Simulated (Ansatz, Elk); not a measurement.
**SnH: X-ray structure factors from the self-consistent density**

Structure refinements treat a crystal as free atoms side by side. For a made-up structure of SnH (cell and positions from a PBE relaxation) the runs below show what the calculated density changes in F(hkl).

Method: DFT, PBE, all-electron APW+lo, Dirac cores, scalar-relativistic bands, static density, no spin, in Elk 11.2.3 (patched build).

The structure was built from a prototype and need not be the compound's stable phase.

## Step 1: Set-up

Symmetry: I-4m2, No. 119, tetragonal system. The conventional cell has a = 3.404 Å, b = 3.404 Å, c = 5.906 Å, α = 90.00°, β = 90.00°, γ = 90.00°. Sn has 4 H at 2.25 Å nearest. Nearest to H lie 4 Sn at 2.25 Å. Farther neighbours are not listed.

## Step 2: Ground state and structure factors

An all-electron density is needed, since X-rays see the cores too. Task 0 finds the density and task 195 Fourier-transforms it; tshift is off so that phases refer to the origin typed.

elk.in

```
tasks
  0
  195

xctype
  20

spinpol
  .false.

rgkmax
  7.0

gmaxvr
  14.0

lmaxo
  7

lmaxapw
  8

swidth
  0.002

tshift
  .false.

ramdisk
  .false.

hmaxvr
  5.5

maxscl
  120

epspot
  1e-06

sppath
  './'

avec
  -3.21675219039 3.21675219039 5.58043793848
  3.21675219039 -3.21675219039 5.58043793848
  3.21675219039 3.21675219039 -5.58043793848

atoms
  2
  'Sn.in'
  1
  0.0000000000 0.0000000000 0.0000000000   0.000000 0.000000 0.000000
  'H.in'
  1
  0.7500000000 0.2500000000 0.5000000000   0.000000 0.000000 0.000000

ngridk
  9 9 9
```

Run with:

```bash
$ OMP_NUM_THREADS=4 elk
```

Numbers of over 12 decimals in the logs are rounded to 6 here.

Log:

```text
┌─────────────────────────┐
│ Elk code version 11.2.3 │
└─────────────────────────┘

All units are atomic (Hartree, Bohr, etc.)

┌─────────────────────────────────────────────────┐
│ Ground-state run starting from atomic densities │
└─────────────────────────────────────────────────┘

Lattice vectors :
  -3.216752190       3.216752190       5.580437938
   3.216752190      -3.216752190       5.580437938
   3.216752190       3.216752190      -5.580437938

Reciprocal lattice vectors :
 -0.4445135447E-16  0.9766349621      0.5629652526
  0.9766349621     -0.4445135447E-16  0.5629652526
  0.9766349621      0.9766349621      0.4028374363E-17

Unit cell volume      :    230.9742070
Brillouin zone volume :    1.073930361

Muffin-tin inner radius fraction :   0.1000000000E-01

Nuclei treated as point charges

Species : 1 (Sn)
 parameters loaded from : Sn.in
 name : tin
 nuclear charge    :   -50.00000000
 electronic charge :    50.00000000
 atomic mass :    216395.0922
 muffin-tin radius :    2.600000000
 number of radial points in muffin-tin :   1193
 inner part over the whole radius :   0.9914297220E-02
 number on inner part of muffin-tin    :    850
 approximate nuclear radius :   0.8828114845E-04
 number of mesh points to nuclear radius :    428
 atomic positions (lattice), magnetic fields (Cartesian) :
  1 :   0.00000000  0.00000000  0.00000000    0.00000000  0.00000000  0.00000000

Species : 2 (H)
 parameters loaded from : H.in
 name : hydrogen
 nuclear charge    :   -1.000000000
 electronic charge :    1.000000000
 atomic mass :    1837.362221
 muffin-tin radius :    1.400000000
 number of radial points in muffin-tin :    393
 inner part over the whole radius :   0.9705542320E-02
 number on inner part of muffin-tin    :    258
 approximate nuclear radius :   0.2766748019E-04
 number of mesh points to nuclear radius :     78
 atomic positions (lattice), magnetic fields (Cartesian) :
  1 :   0.75000000  0.25000000  0.50000000    0.00000000  0.00000000  0.00000000

Total number of atoms per unit cell :    2
Total muffin-tin volume :    85.11621696
 ratio of muffin-tin to unit cell volume :   0.3685096188

Spin treatment :
 spin-unpolarised

Number of Bravais lattice symmetries :   16
Number of crystal symmetries         :    8
Crystal has no inversion symmetry
Complex Hermitian eigensolver will be used

k-point grid :      9     9     9
k-point offset :    0.000000000       0.000000000       0.000000000
k-point set is reduced with full crystal symmetry group
Total number of k-points :      115

Muffin-tin radius times maximum |G+k| :    7.000000000
 using average radius
Maximum |G+k| for APW functions       :    3.500000000
Maximum (1/2)|G+k|²                   :    6.125000000
Maximum |G| for potential and density :    14.00000000
Constant for pseudocharge density :    9
 order of it for each species :   16  16
 order of it for pair densities of each species (exact exchange by exxq0 0: 17) :   16   4
Radial integration step length :    1

G-vector grid sizes :     35    35    35
Number of G-vectors :    10717

Maximum angular momentum used for
 APW functions            :    8
 outer part of muffin-tin :    7
 inner part of muffin-tin :    2

Total nuclear charge    :   -51.00000000
Total core charge       :    30.00000000
Total valence charge    :    21.00000000
Total excess charge     :    0.000000000
Total electronic charge :    51.00000000

Effective Wigner radius, rₛ :    1.026364368

Number of empty states         :      8
Total number of valence states :     19
Total number of core states    :     30

Third-order local-orbitals added for an l without core states : T
Total number of local-orbitals :     25

Exchange-correlation functional :     20     0     0
 Perdew-Burke-Ernzerhof, Phys. Rev. Lett. 77, 3865 (1996)
 gradient requirement :    1
 generalised gradient approximation (GGA)

Smearing type :    3
 Fermi-Dirac
Smearing width :   0.2000000000E-02
Effective electronic temperature (K) :    631.5500496

Mixing type :    3
[...]
Hartree                     :      1913.3572050822
 Madelung                    :     -7506.8892146064
 xc potential                :     -217.14093301790
 exchange                    :     -162.91247699266
 correlation                 :     -2.724015
 electron entropic           :    -0.19330848457359E-03
 total energy                :     -6180.2731610062

Density of states at Fermi energy :    14.28254061
 (states/Hartree/unit cell)

Estimated indirect band gap :   0.3749466105E-02
 from k-point 10 to k-point 59
Estimated direct band gap   :   0.3381723812E-01
 at k-point 61

Charges :
 core                        :    30.00000000
 valence                     :    21.00000000
 interstitial                :    2.264657065
 muffin-tins (core leakage)
  species : 1 (Sn)
   atom 1                    :    47.90238484     (  0.6712137462E-04)
  species : 2 (H)
   atom 1                    :   0.8329580923     (   0.000000000    )
 total in muffin-tins        :    48.73534293
 total calculated charge     :    50.99965466
 total charge                :    51.00000000
 error                       :   0.3453386533E-03

RMS change in Kohn-Sham potential (target) :    56.59757827     (  0.1000000000E-05)
Absolute change in total energy (target)   :   0.3800075858     (  0.1000000000E-03)

[... loops 3 to 18 left out ...]

┌──────────────────┐
│ Loop number : 19 │
└──────────────────┘

Energies :
 Fermi                       :     0.199288
 sum of occupied eigenvalues :     -3733.1340389630
 electron kinetic            :      6505.5262622095
 core electron kinetic       :      6268.1842416484
 Coulomb                     :     -12519.488632538
 Coulomb potential           :     -10022.461088453
 nuclear-nuclear             :     -592.02490338026
 electron-nuclear            :     -13842.828108163
 Hartree                     :      1915.3643790058
 Madelung                    :     -7508.2580883110
 xc potential                :     -216.19921271910
 exchange                    :     -162.94146487783
 correlation                 :     -2.727876
 electron entropic           :    -0.28191502279465E-03
 total energy                :     -6179.6319926830

Density of states at Fermi energy :    21.84694805
 (states/Hartree/unit cell)

Estimated indirect band gap :   0.1952945221E-02
 from k-point 51 to k-point 35
Estimated direct band gap   :   0.4612465394E-01
 at k-point 38

Charges :
 core                        :    30.00000000
 valence                     :    21.00000000
 interstitial                :    2.269032033
 muffin-tins (core leakage)
  species : 1 (Sn)
   atom 1                    :    48.01826442     (  0.6547089091E-04)
  species : 2 (H)
   atom 1                    :   0.7127035469     (   0.000000000    )
 total in muffin-tins        :    48.73096797
 total calculated charge     :    50.99970521
 total charge                :    51.00000000
 error                       :   0.2947876931E-03

RMS change in Kohn-Sham potential (target) :   0.5192039840E-06 (  0.1000000000E-05)
Absolute change in total energy (target)   :   0.9142722774E-06 (  0.1000000000E-03)

Convergence targets achieved

┌──────────────────┐
│ Loop number : 20 │
└──────────────────┘

Energies :
 Fermi                       :     0.199288
 sum of occupied eigenvalues :     -3733.1340389527
 electron kinetic            :      6505.5262622623
 core electron kinetic       :      6268.1842417017
 Coulomb                     :     -12519.488632571
 Coulomb potential           :     -10022.461088482
 nuclear-nuclear             :     -592.02490338026
 electron-nuclear            :     -13842.828108199
 Hartree                     :      1915.3643790085
 Madelung                    :     -7508.2580883296
 xc potential                :     -216.19921273314
 exchange                    :     -162.94146487814
 correlation                 :     -2.727876
 electron entropic           :    -0.28191502219111E-03
 total energy                :     -6179.6319926633

Density of states at Fermi energy :    21.84694797
 (states/Hartree/unit cell)

Estimated indirect band gap :   0.1952945282E-02
 from k-point 51 to k-point 35
Estimated direct band gap   :   0.4612465397E-01
 at k-point 29

Charges :
 core                        :    30.00000000
 valence                     :    21.00000000
 interstitial                :    2.269032034
 muffin-tins (core leakage)
  species : 1 (Sn)
   atom 1                    :    48.01826442     (  0.6547089019E-04)
  species : 2 (H)
   atom 1                    :   0.7127035468     (   0.000000000    )
 total in muffin-tins        :    48.73096797
 total calculated charge     :    50.99970521
 total charge                :    51.00000000
 error                       :   0.2947876926E-03

┌──────────────────────────────┐
│ Self-consistent loop stopped │
└──────────────────────────────┘

Wrote STATE.OUT
```

Run time: 14 s. Hardware: 4 threads of Intel Xeon 6975P-C (Granite Rapids), shared host; peak memory 0.17 GiB; 46 s of CPU time.

SFACRHO.OUT:

```text

h k l indices transformed by vhmat matrix:
   1.000000000       0.000000000       0.000000000    
   0.000000000       1.000000000       0.000000000    
   0.000000000       0.000000000       1.000000000    

      h      k      l  multipl.   |H|            Re(F)            Im(F)           |F|

      0      0      0      1   0.0000000       51.000000     -0.23630815E-16   51.000000    
      1      1     -1      2   1.1259305       41.463284      0.10771115E-15   41.463284    
      0     -1      0      4   1.1272736       42.106165     -0.65667706       42.111286    
     -1      0      0      4   1.1272736       42.106165      0.65667706       42.111286    
      0      0      1      4   1.3811704       39.236353      0.50530554E-16   39.236353    
     -2      0      1      8   1.7819515       36.809059      0.55854637E-16   36.809059    
      2      1     -2      4   1.9509446       35.122876     -0.27702633       35.123968    
     -1     -2      1      4   1.9509446       35.122876      0.27702633       35.123968    
     -1      1      1      4   1.9532699       35.410126     -0.22378689E-16   35.410126    
     -2     -2      2      2   2.2518610       33.033579      0.11624189E-15   33.033579    
      0     -2      2      4   2.2545472       32.634313      0.15699335E-01   32.634317    
      2      0      0      4   2.2545472       32.634313     -0.15699335E-01   32.634317    
      1      0     -2      8   2.2552182       32.810372     -0.20360395       32.811004    
      2     -1      0      8   2.2552182       32.810372      0.20360395       32.811004    
     -2     -2      1      8   2.6416869       29.994583     -0.11479778E-15   29.994583    
      3      0     -1      8   2.7606970       29.369059     -0.12046683       29.369306    
      0     -3      2      8   2.7606970       29.369059      0.12046683       29.369306    
     -2      2      0      4   2.7623408       29.467069      0.18065800E-16   29.467069
```

Elk indexes on the primitive cell of elk.in and gives |H| = 4π sin θ/λ in inverse bohr. Below, one row stands for each form hkl of the conventional cell (m members, Friedel mates merged), F is for one primitive cell and the density is static (no thermal factor). Free-atom factors are Waasmaier and Kirfel's, and R is Σm||F|−|F'||/Σm|F|.

| hkl | m | sin θ/λ (Å⁻¹) | abs F, DFT | neutral atoms | diff. | abs of complex diff. |
| --- | --- | --- | --- | --- | --- | --- |
| 002 | 2 | 0.169 | 41.463 | 41.555 | -0.092 | 0.092 |
| 101 | 8 | 0.170 | 42.111 | 42.123 | -0.012 | 0.082 |
| 110 | 4 | 0.208 | 39.236 | 39.396 | -0.160 | 0.160 |
| 112 | 8 | 0.268 | 36.809 | 36.791 | +0.019 | 0.019 |
| 103 | 8 | 0.293 | 35.124 | 35.135 | -0.011 | 0.018 |
| 200 | 4 | 0.294 | 35.410 | 35.378 | +0.032 | 0.032 |
| 004 | 2 | 0.339 | 33.034 | 33.050 | -0.016 | 0.016 |
| 202 | 8 | 0.339 | 32.634 | 32.642 | -0.008 | 0.017 |
| 211 | 16 | 0.339 | 32.811 | 32.831 | -0.020 | 0.023 |
| 114 | 8 | 0.397 | 29.995 | 30.004 | -0.010 | 0.010 |
| 213 | 16 | 0.415 | 29.369 | 29.363 | +0.006 | 0.007 |
| 220 | 4 | 0.415 | 29.467 | 29.470 | -0.003 | 0.003 |
| 105 | 8 | 0.448 | 28.021 | 28.014 | +0.007 | 0.008 |
| 204 | 8 | 0.448 | 28.112 | 28.101 | +0.011 | 0.015 |
| 222 | 8 | 0.449 | 27.904 | 27.896 | +0.007 | 0.007 |
| 301 | 8 | 0.449 | 28.006 | 27.990 | +0.016 | 0.016 |
| 310 | 8 | 0.464 | 27.303 | 27.291 | +0.012 | 0.012 |
| 312 | 16 | 0.494 | 26.386 | 26.356 | +0.029 | 0.029 |
| 006 | 2 | 0.508 | 25.773 | 25.745 | +0.027 | 0.027 |
| 303 | 8 | 0.509 | 25.817 | 25.792 | +0.025 | 0.026 |
| 215 | 16 | 0.536 | 24.936 | 24.905 | +0.031 | 0.032 |
| 224 | 8 | 0.536 | 24.994 | 24.956 | +0.038 | 0.038 |

## Step 3: The highest occupied states alone

An energy window below the Fermi level keeps the highest occupied states, to see at which angles they scatter; shallow core shells can lie inside it and anion s states outside. No new self-consistency is needed.

elk.in, as its differences from that of step 2:

```diff
@@ -1,3 +1,2 @@
 tasks
-  0
   195
@@ -40,2 +39,5 @@
 
+wsfac
+  -0.168210 0.499290
+
 sppath
```

Run with:

```bash
$ OMP_NUM_THREADS=4 elk
```

Log:

```text
┌─────────────────────────────────┐
│ Elk code version 11.2.3 started │
└─────────────────────────────────┘

Info(readinput): the functional depends on the density's gradient
 muffin-tin radial points multiplied by    2.00000
 (not where nrmtscf is given)

┌────────────────────┐
│ Current task : 195 │
└────────────────────┘

Info(sfacrho): density structure factors written to SFACRHO.OUT

 Energy window :  -0.1682100000      0.4992900000

┌──────────────────┐
│ Elk code stopped │
└──────────────────┘
```

The job ended after 1.4 s (4 threads; peak memory 0.17 GiB; 2.2 s of CPU time).

States within 10 eV below the Fermi level hold 4.81 electrons; any levels below the window count with the cores, and a count that is not whole means the window cuts a band. Their amplitudes can exceed the total, where window and core parts have opposite phase:

| hkl | sin θ/λ (Å⁻¹) | abs F, window | abs F, all |
| --- | --- | --- | --- |
| 002 | 0.169 | 0.097 | 41.463 |
| 101 | 0.170 | 0.824 | 42.111 |
| 110 | 0.208 | 0.447 | 39.236 |
| 112 | 0.268 | 0.235 | 36.809 |
| 103 | 0.293 | 0.292 | 35.124 |
| 200 | 0.294 | 0.187 | 35.410 |
| 004 | 0.339 | 0.109 | 33.034 |
| 202 | 0.339 | 0.261 | 32.634 |
| 211 | 0.339 | 0.216 | 32.811 |
| 114 | 0.397 | 0.140 | 29.995 |

(Part 1 of 2 ends here.)

[Logs are printed without paths, hosts, clocks, repeated set-up lines and the standing remarks that a program may print on its own settings, such as how far it seeks lower states.]

[Hosts, paths, dates, database ids (printed as entryN), source tags and the programs' standing remarks are cut or masked in the printed files.]
